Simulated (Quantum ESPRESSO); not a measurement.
# Collinear magnetic orders of Mo2C with Quantum ESPRESSO

Wanted: the moments of Mo2C and the energy of each order that was tried.

Method: PBEsol; plane waves with GBRV 1.5 PBEsol potentials, no spin-orbit coupling, in Quantum ESPRESSO 7.5.

Report form: the programs' logs are mostly left out.

### 1. The starting structure

Symmetry: Pbcn, No. 60, orthorhombic system. Conventional cell: a = 4.735 Å, b = 6.025 Å, c = 5.210 Å, α = 90.00°, β = 90.00°, γ = 90.00°. Nearest to Mo lie 3 C at 2.09 to 2.12 Å. Nearest to C lie 6 Mo at 2.09 to 2.12 Å. Farther neighbours are not listed.

The cell comes from the Crystallography Open Database.

### 2. Run 1 (ferro ++++++++)

The signs are those of the starting moments on the seeded atoms, the atoms that are given a moment.

pw.in

```
&CONTROL
  calculation = 'scf'
  prefix = 'pwscf'
  outdir = './tmp'
  pseudo_dir = './pseudo'
  disk_io = 'nowf'
/
&SYSTEM
  ibrav = 0
  celldm(1) = 8
  nat = 12
  ntyp = 2
  ecutwfc = 40
  ecutrho = 280
  nbnd = 85
  occupations = 'smearing'
  smearing = 'fd'
  degauss = 0.00734986
  nspin = 2
  starting_magnetization(1) = 0.0714
  starting_magnetization(2) = 0
/
&ELECTRONS
  conv_thr = 2.4d-08
  electron_maxstep = 150
  mixing_beta = 0.3
/
ATOMIC_SPECIES
Mo     95.9500 mo_pbesol_v1.uspp.F.UPF
C      12.0110 c_pbesol_v1.2.uspp.F.UPF
CELL_PARAMETERS alat
   1.1184816500129    0.0000000000000    0.0000000000000
   0.0000000000000    1.4231999876088    0.0000000000000
   0.0000000000000    0.0000000000000    1.2306841386625
ATOMIC_POSITIONS crystal
Mo      0.2450000000    0.1250000000    0.0830000000
Mo      0.2550000000    0.3750000000    0.5830000000
Mo      0.7450000000    0.3750000000    0.9170000000
Mo      0.7550000000    0.1250000000    0.4170000000
Mo      0.7550000000    0.8750000000    0.9170000000
Mo      0.7450000000    0.6250000000    0.4170000000
Mo      0.2550000000    0.6250000000    0.0830000000
Mo      0.2450000000    0.8750000000    0.5830000000
C       0.0000000000    0.3750000000    0.2500000000
C       0.5000000000    0.1250000000    0.7500000000
C       0.0000000000    0.6250000000    0.7500000000
C       0.5000000000    0.8750000000    0.2500000000
K_POINTS automatic
6 6 6 0 0 0
```

Command:

```console
$ OMP_NUM_THREADS=1 mpirun -n 4 pw.x -nk 4 -in pw.in > pw.out
```

It took 2.1 min on 4 MPI ranks of AMD EPYC 9R45, shared host; peak memory 1.4 GiB.

Spin moment in the atom's sphere by atom:

```
atom  spin moment in the atom's sphere (μB)
 Mo1                                 0.0001
 Mo2                                 0.0001
 Mo3                                 0.0001
 Mo4                                 0.0001
 Mo5                                 0.0001
 Mo6                                 0.0001
 Mo7                                 0.0001
 Mo8                                 0.0001
  C9                                -0.0001
 C10                                -0.0001
 C11                                -0.0001
 C12                                -0.0001
```

Numbers from this step:

| Quantity | Value |
| --- | --- |
| smearing term TS | 0.2270 eV |
| magnetization | 0 μB |
| absolute magnetization | 0 μB |
| final state | non-magnetic |

### 3. Start 2: antiferro +−−+−++−

pw.in

```
&CONTROL
  calculation = 'scf'
  prefix = 'pwscf'
  outdir = './tmp'
  pseudo_dir = './pseudo'
  disk_io = 'nowf'
/
&SYSTEM
  ibrav = 0
  celldm(1) = 8
  nat = 12
  ntyp = 3
  ecutwfc = 40
  ecutrho = 280
  nbnd = 81
  occupations = 'smearing'
  smearing = 'fd'
  degauss = 0.00734986
  nspin = 2
  starting_magnetization(1) = 0.0714
  starting_magnetization(2) = -0.0714
  starting_magnetization(3) = 0
/
&ELECTRONS
  conv_thr = 2.4d-08
  electron_maxstep = 150
  mixing_beta = 0.3
/
ATOMIC_SPECIES
Mo1    95.9500 mo_pbesol_v1.uspp.F.UPF
Mo2    95.9500 mo_pbesol_v1.uspp.F.UPF
C      12.0110 c_pbesol_v1.2.uspp.F.UPF
CELL_PARAMETERS alat
   1.1184816500129    0.0000000000000    0.0000000000000
   0.0000000000000    1.4231999876088    0.0000000000000
   0.0000000000000    0.0000000000000    1.2306841386625
ATOMIC_POSITIONS crystal
Mo1     0.2450000000    0.1250000000    0.0830000000
Mo2     0.2550000000    0.3750000000    0.5830000000
Mo2     0.7450000000    0.3750000000    0.9170000000
Mo1     0.7550000000    0.1250000000    0.4170000000
Mo2     0.7550000000    0.8750000000    0.9170000000
Mo1     0.7450000000    0.6250000000    0.4170000000
Mo1     0.2550000000    0.6250000000    0.0830000000
Mo2     0.2450000000    0.8750000000    0.5830000000
C       0.0000000000    0.3750000000    0.2500000000
C       0.5000000000    0.1250000000    0.7500000000
C       0.0000000000    0.6250000000    0.7500000000
C       0.5000000000    0.8750000000    0.2500000000
K_POINTS automatic
6 6 6 0 0 0
```

It took 2.6 min on 4 MPI ranks; peak memory 1.3 GiB; 10 min of CPU time.

The spin moment in the atom's sphere vanishes on all atoms.

This step gave:

```yaml
smearing_term_ts: 0.2270 eV
magnetization: 0 μB
absolute_magnetization: 0 μB
final_state: non-magnetic
```

### 4. Run 3 (antiferro +−−+−−++)

pw.in, as its differences from that of step 3:

```diff
@@ -42,5 +42,5 @@
 Mo2     0.7550000000    0.8750000000    0.9170000000
-Mo1     0.7450000000    0.6250000000    0.4170000000
+Mo2     0.7450000000    0.6250000000    0.4170000000
 Mo1     0.2550000000    0.6250000000    0.0830000000
-Mo2     0.2450000000    0.8750000000    0.5830000000
+Mo1     0.2450000000    0.8750000000    0.5830000000
 C       0.0000000000    0.3750000000    0.2500000000
```

It took 5.2 min on 4 MPI ranks; peak memory 1.7 GiB; 21 min of CPU time.

Spin moment in the atom's sphere by atom:

```
atom  spin moment in the atom's sphere (μB)
 Mo1                                 0.0000
 Mo2                                -0.0001
 Mo3                                 0.0000
 Mo4                                 0.0001
 Mo5                                -0.0001
 Mo6                                 0.0001
 Mo7                                 0.0001
 Mo8                                -0.0001
  C9                                 0.0000
 C10                                 0.0000
 C11                                 0.0000
 C12                                 0.0000
```

Read from the output:

```
smearing term TS       : 0.2270 eV
magnetization          : 0 μB
absolute magnetization : 0 μB
final state            : non-magnetic
```

### 5. Energies of the orders

An order is kept where moments of 0.15 μB or more survive with the typed signs; meshes match where a doubled cell samples the same k points as the first cell.

Orders:

```csv
start,final state,typed order kept,energy over the lowest (meV a seeded atom),largest site moment (μB),net moment (μB a cell of the first run),mesh matched,CPU time (s)
ferro ++++++++,non-magnetic,no,0,0,0,yes,494.6
antiferro +--+-++-,non-magnetic,no,0,0,0,yes,624
antiferro +--+--++,non-magnetic,no,0,0,0,yes,1254
```

### 6. Outcome

```yaml
lowest_state_found: non-magnetic (from ferro ++++++++, antiferro +--+-++- and antiferro +--+--++)
largest_site_moment: 0 μB
```

**Reading.** The lowest state carries no moment, and no start kept one. This is the lowest of 3 collinear or spinless starts, no proof of the ground state. Energies are free energies at an electronic temperature of 1160 K, which lowers moments and differences where the moments are itinerant.

[Logs and program files are shortened in this print: banners, set-up blocks, solver, clock and traceback lines can be left out without a mark of their own.]

[Logs are printed without paths, hosts, clocks, repeated set-up lines and the standing remarks that a program may print on its own settings, such as how far it seeks lower states.]

[Hosts, paths, dates, database ids (printed as entryN), source tags and the programs' standing remarks are cut or masked in the printed files.]

[Where a cell is said to come from a database of computed structures, the database is the Materials Project.]
